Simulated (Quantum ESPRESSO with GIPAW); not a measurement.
**17O and 25Mg NMR of MgO (Periclase), calculated**

Aim: the magnetic shielding of every site in MgO (Periclase).

Calculated with Quantum ESPRESSO with GIPAW 8.0dev (patched build); DFT, PBE, plane-wave PAW (pslibrary 1.0.0 recipes), scalar-relativistic, GIPAW; a patched development version of the program.

The database entry behind the starting cell differs from later determinations by our own check (about 0.1 % long), so it need not match the best structure at ambient conditions.

## (1) Starting point

It takes space group Fm-3m (No. 225, cubic). Conventional cell: a = 4.217 Å, b = 4.217 Å, c = 4.217 Å, α = 90.00°, β = 90.00°, γ = 90.00°. Nearest to Mg lie 6 O at 2.11 Å. O has 6 Mg at 2.11 Å nearest. Farther neighbours and most contacts between anions are not listed.

The cell is an entry of the Crystallography Open Database; it need not be the form that is stable at ambient conditions.

## (2) Ground state

GIPAW is a response on top of the ground state, so the wavefunctions come first. Their errors pass straight into the induced current, hence the tight threshold. No empty states are asked for: the response is solved without them. The mesh has a spacing of 0.37 Å⁻¹ at most. The PAW files were made with ld1.x from the pslibrary 1.0.0 recipes, with GIPAW reconstruction switched on.

scf.in reads:

```
&control
  calculation = 'scf'
  prefix = 'x'
  outdir = './tmp/'
  pseudo_dir = './'
/
&system
  ibrav = 0
  nat = 2
  ntyp = 2
  ecutwfc = 65
  ecutrho = 390
  nbnd = 8
/
&electrons
  conv_thr = 1.0d-10
  mixing_beta = 0.7
  electron_maxstep = 100
/
ATOMIC_SPECIES
  Mg 24.305 Mg.pbe-spnl-kjpaw_psl.1.0.0-gipaw.UPF
  O 15.999 O.pbe-n-kjpaw_psl.1.0.0-gipaw.UPF
CELL_PARAMETERS angstrom
  0.00000000 2.10850000 2.10850000
  2.10850000 0.00000000 2.10850000
  2.10850000 2.10850000 0.00000000
ATOMIC_POSITIONS crystal
  Mg 0.00000000 0.00000000 0.00000000
  O 0.50000000 0.50000000 0.50000000
K_POINTS automatic
  7 7 7 1 1 1
```

On the command line:

```sh
$ pw.x -in scf.in > scf.out
```

The log of the run:

```text
using ibrav=0 with symmetry is DISCOURAGED, use correct ibrav instead

     bravais-lattice index     =            0
     lattice parameter (alat)  =       5.6349  a.u.
     unit-cell volume          =     126.5166 (a.u.)^3
     number of atoms/cell      =            2
     number of atomic types    =            2
     number of electrons       =        16.00
     number of Kohn-Sham states=            8
     kinetic-energy cutoff     =      65.0000  Ry
     charge density cutoff     =     390.0000  Ry
     scf convergence threshold =      1.0E-10
     mixing beta               =       0.7000
     number of iterations used =            8  plain     mixing
     Exchange-correlation= SLA-PW-PBX-PBC
                           (   1   4   3   4   0   0   0)
[...]
Mg               10.00    24.30500     Mg( 1.00)
     O                 6.00    15.99900     O ( 1.00)

     48 Sym. Ops., with inversion, found
[...]
number of k points=    44
[...]
Dense  grid:    16457 G-vectors     FFT dimensions: (  36,  36,  36)

     Smooth grid:     8873 G-vectors     FFT dimensions: (  30,  30,  30)

     Check: negative core charge=   -0.000025

     Initial potential from superposition of free atoms

     starting charge      15.9991, renormalised to      16.0000
     Starting wfcs are    9 randomized atomic wfcs

     Self-consistent Calculation

     iteration #  1     ecut=    65.00 Ry     beta= 0.70
     Davidson diagonalization with overlap
     ethr =  1.00E-02,  avg # of iterations =  1.3

     total energy              =    -182.91297271 Ry
     estimated scf accuracy    <       0.61003480 Ry

     iteration #  2     ecut=    65.00 Ry     beta= 0.70
     Davidson diagonalization with overlap
     ethr =  3.81E-03,  avg # of iterations =  4.3

     total energy              =    -183.19749468 Ry
     estimated scf accuracy    <       0.76874365 Ry

     iteration #  3     ecut=    65.00 Ry     beta= 0.70
     Davidson diagonalization with overlap
     ethr =  3.81E-03,  avg # of iterations =  2.0

     total energy              =    -183.13493204 Ry
     estimated scf accuracy    <       0.16525695 Ry

[...]
total energy              =    -183.31360842 Ry
[...]
iteration # 40     ecut=    65.00 Ry     beta= 0.70
     Davidson diagonalization with overlap
     ethr =  1.23E-12,  avg # of iterations =  5.3

     total energy              =    -183.31360842 Ry
     estimated scf accuracy    <          2.5E-10 Ry

     iteration # 41     ecut=    65.00 Ry     beta= 0.70
     Davidson diagonalization with overlap
     ethr =  1.23E-12,  avg # of iterations =  2.0

     End of self-consistent calculation
     [one-electron energies left out]

!    total energy              =    -183.31360842 Ry
     total all-electron energy =      -551.430768 Ry
     estimated scf accuracy    <          6.7E-11 Ry

     The total energy is the sum of the following terms:
     one-electron contribution =     -88.24144829 Ry
     hartree contribution      =      49.43095274 Ry
     xc contribution           =     -25.31114018 Ry
     ewald contribution        =     -94.65573450 Ry
     one-center paw contrib.   =     -24.53623818 Ry

     convergence has been achieved in  41 iterations
[...]
JOB DONE.
```

It took 53 s on 1 thread of Intel Xeon at 2.80GHz (Skylake/Cascade Lake), shared host.

It converged in 41 cycles to an estimated accuracy of 7e-11 Ry, on 44 irreducible k-points.

## (3) Shieldings

The job finds the current that a weak uniform field induces (applied as a long wave, q_gipaw) and the field that this current makes at each nucleus. On atoms with p or d valence electrons much of the paramagnetic part arises close to the nucleus, where the PAW partial waves rebuild the true states. pawproj makes the reconstruction use the PAW data sets' own projectors.

nmr.in reads:

```
&inputgipaw
  job = 'nmr'
  prefix = 'x'
  tmp_dir = './tmp/'
  restart_mode = 'from_scratch'
  verbosity = 'low'
  q_gipaw = 0.01
  spline_ps = .true.
  conv_threshold = 1.0d-14
  use_nmr_macroscopic_shape = .true.
  pawproj(1) = .true.
  pawproj(2) = .true.
/
```

On the command line:

```sh
$ gipaw.x -in nmr.in > nmr.out
```

The log of the run:

```text
[banner, memory and clock lines left out]
[a note of our patched build left out]

     Parallelizing q-star over 1 images

     IMPORTANT: XC functional enforced from input :
     Exchange-correlation= PBE
                           (   1   4   3   4   0   0   0)
     Any further DFT definition will be discarded
     Please, verify this is what you really want

     Check: negative core charge=   -0.000025
[...]
alpha_pv=    144.5625 eV

     spline_ps is .false., expect some extrapolation errors

     q-space interpolation up to    78.00 Rydberg

     GIPAW job: nmr
     NMR macroscopic correction: yes
             0.6667          0.0000          0.0000
             0.0000          0.6667          0.0000
             0.0000          0.0000          0.6667
[...]
Computing the magnetic susceptibility     isolve=0    ethr=  0.1000E-13
     Starting from scratch
     k-point #    1 of    44      pool #  1    cpu time:       2.6
[...]
cdiaghg: 4 of 22 basis vectors are nearly dependent and left out; further cases are not reported
     cdiaghg: 4 of 22 basis vectors are nearly dependent and left out; further cases are not reported
[...]
End of magnetic susceptibility calculation

     f-sum rule (1st term):
           -11.8290         -0.0000          0.0000
             0.0000        -11.8290         -0.0000
             0.0000         -0.0000        -11.8290

     f-sum rule (2nd term):
            -0.2967          0.0000         -0.0000
            -0.0000         -0.2967         -0.0000
            -0.0000         -0.0000         -0.2967

     f-sum rule (should be   -12.1257):
           -12.1257         -0.0000          0.0000
            -0.0000        -12.1257         -0.0000
            -0.0000         -0.0000        -12.1257

[... susceptibilities left out ...]
     Contributions to the NMR chemical shifts: -------------------------------

     Macroscopic shape contribution in ppm:                   11.34
            11.3418         -0.0000          0.0000
             0.0000         11.3418          0.0000
            -0.0000          0.0000         11.3418

     Core contribution in ppm:

     Atom  1  Mg  pos: (  0.000000  0.000000  0.000000)  core sigma:         412.82
     Atom  2  O   pos: (  0.707107  0.707107  0.707107)  core sigma:         271.07

     Bare contribution in ppm:

     Atom  1  Mg  pos: (  0.000000  0.000000  0.000000)  bare sigma:          90.90
[...]
Atom  2  O   pos: (  0.707107  0.707107  0.707107)  bare sigma:          50.86
[...]
Diamagnetic contribution in ppm:

     Atom  1  Mg  pos: (  0.000000  0.000000  0.000000)  dia sigma:         169.11
[...]
Atom  2  O   pos: (  0.707107  0.707107  0.707107)  dia sigma:          17.64
[...]
Paramagnetic contribution in ppm:

     Atom  1  Mg  pos: (  0.000000  0.000000  0.000000)  para sigma:         218.58
[...]
Atom  2  O   pos: (  0.707107  0.707107  0.707107)  para sigma:          62.05
[...]
Paramagnetic US occ-occ contribution in ppm:

     Atom  1  Mg  pos: (  0.000000  0.000000  0.000000)  para_oo sigma:          -1.06
[...]
Atom  2  O   pos: (  0.707107  0.707107  0.707107)  para_oo sigma:          -2.18
[...]
Paramagnetic US L_R Q_R contribution in ppm:

     Atom  1  Mg  pos: (  0.000000  0.000000  0.000000)  para_lq sigma:        -360.27
[...]
Atom  2  O   pos: (  0.707107  0.707107  0.707107)  para_lq sigma:        -210.26
[...]
Total NMR chemical shifts in ppm: ---------------------------------------
     (adopting the Simpson convention for anisotropy and asymmetry)-----------

     Atom  1  Mg  pos: (  0.000000  0.000000  0.000000)  Total sigma:         541.42
           541.4180         -0.0000         -0.0000
            -0.0000        541.4180         -0.0000
            -0.0000         -0.0000        541.4180

     Mg      1    anisotropy:      0.00    eta:    0.0000
[...]
Atom  2  O   pos: (  0.707107  0.707107  0.707107)  Total sigma:         200.53
           200.5319         -0.0000          0.0000
            -0.0000        200.5319         -0.0000
             0.0000         -0.0000        200.5319

     O       2    anisotropy:      0.00    eta:    0.0000
[...]
```

The job ended after 5.9 min (1 thread).

The f-sum rule is met to 0 of 12.1 (0 %). Converged shieldings require that this miss be small, but a small miss does not prove them.

From the symmetric part of each tensor, with principal values σ11 ≤ σ22 ≤ σ33: σ_iso is their mean, the span is σ33 − σ11 and the skew 3(σ_iso − σ22)/span. (gipaw.x prints an anisotropy in another convention.)

```csv
site,atom no.,atoms in cell,σ_iso (ppm),span (ppm),skew
Mg,1,1,530.1,0.0,-
O,2,1,189.2,0.0,-
```

The printed totals hold a macroscopic shape term of 11.3 ppm, which is taken off the shieldings here and below (some reference lines add a sphere's term back, as they say). It is the term of a spherical sample, from the valence susceptibility, a rough estimate, since the susceptibility converges slowly and lacks part of the PAW terms. Differences within the crystal don't depend on it, but shieldings of different compounds can't be compared to better than a few ppm without it.

Mg and O sit on cubic site symmetry, where the tensor must be isotropic.

How the isotropic values are made up (ppm). The core part is that of the free atom's core; bare is the current of the smooth valence states; the last two are what the PAW spheres add to the diamagnetic and the paramagnetic current:

```csv
site,core,bare,"reconstruction, dia","reconstruction, para"
Mg,412.8,90.9,169.1,-142.8
O,271.1,50.9,17.6,-150.4
```

## (4) From shieldings to shifts

Covalently bonded atoms count as neighbours within 1.18 times the sum of their radii. Otherwise a cation's neighbours lie within 1.2 times its shortest bond (1.3 for large cations, each anion's radius taken off where they differ), and an anion's are the cations that count it.

```csv
site,atom no.,atoms in cell,surroundings,bonds (Å),σ_iso (ppm)
Mg,1,1,MgO6,2.108,530.1
O,2,1,bound to Mg6,2.108,189.2
```

## (5) Outcome

```json
{
 "17O shielding without shape term": "189.2 ppm",
 "25Mg shielding without shape term": "530.1 ppm"
}
```

In words: 17O has one site (bound to Mg6), with isotropic shielding 189.2 ppm (shape term left out). A shift needs a reference, δ = σ_ref − σ, fixed on measured compounds; for 17O of this kind at this level too few were at hand, or they scattered too widely about a line, so none is given. No sound run at another cutoff or mesh is at hand, so convergence rests on the f-sum rule and on experience with these files. This build of gipaw.x prints that it is not audited and that its numbers are no references by themselves. It also reports spline_ps as false although the input sets it; why was not traced.

[Banner, clock, file and message-heading lines were taken out of the pw.x and gipaw.x logs.]

[Logs are printed without paths, hosts, clocks, repeated set-up lines and the standing remarks that a program may print on its own settings, such as how far it seeks lower states.]

[Hosts, paths, dates, database ids (printed as entryN), source tags and the programs' standing remarks are cut or masked in the printed files.]

[Where no reference line passes its bar on scatter, no shift is given, so a measured shift of this compound may stand uncompared.]
